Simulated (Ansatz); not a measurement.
Planning a run of Ansatz 0.2.0 on SnSeS (1T monolayer). The input:

```yaml
crystal:
  lattice:
    - [3.6969576326, 0.0, 0.0]
    - [-1.8484788163, 3.2016592265, 0.0]
    - [0.0, 0.0, 29.3]
  atoms:
    - { symbol: Sn, position: [0.0, 0.0, 0.5026077827] }
    - { symbol: S, position: [0.3333333333, 0.6666666667, 0.5523910675] }
    - { symbol: Se, position: [0.6666666667, 0.3333333333, 0.4476089325] }
  periodic: [true, true, false]
kpoints:
  mp_grid: { grid: [6, 6, 1] }
hamiltonian:
  xc: pbesol
  pseudopotentials: { kind: paw, azcp: { folder: soft_1 }, xc_functional: pbe }
scf:
  occupations: { method: fixed }
gw:
  n_empty_bands: 206
  ecut_chi: 41
  qp_bands: [v2, c2]
  qp_kpoints: band_edges
  screening: { model: contour_deformation }
```

```sh
ansatz run input.yaml --threads 4 --pin off --max-ram 17510MiB --backend cpu --events-out ev --progress --plain --runs-dir out
```

Question: How long will it take on 4 threads of Arm Neoverse V1, shared host, and how much memory?

It took 81 s; on shared hardware allow 40 s to 2.7 min. Peak host memory was 2.0 GiB. The sizes that set the cost: 6829 plane waves a state, 7 irreducible k points, 224 bands summed, 181 plane waves in the screening and 9 SCF cycles.

The screening grows as filled bands × empty bands × pairs of k points, times the square of the screening basis for the matrix.

[Paths, hosts, dates, memory and timing lines, banners, echoed tables and standing remarks are left out of the program output.]

[Logs are printed without paths, hosts, clocks, repeated set-up lines and the standing remarks that a program may print on its own settings, such as how far it seeks lower states.]

[Runs of the session that timed out or met a known fault of the program may be left out.]

[Cells called generated may have been cut or substituted from an entry of the Crystallography Open Database or the Materials Project.]

[Hosts, paths, dates, database ids (printed as entryN), source tags and the programs' standing remarks are cut or masked in the printed files.]
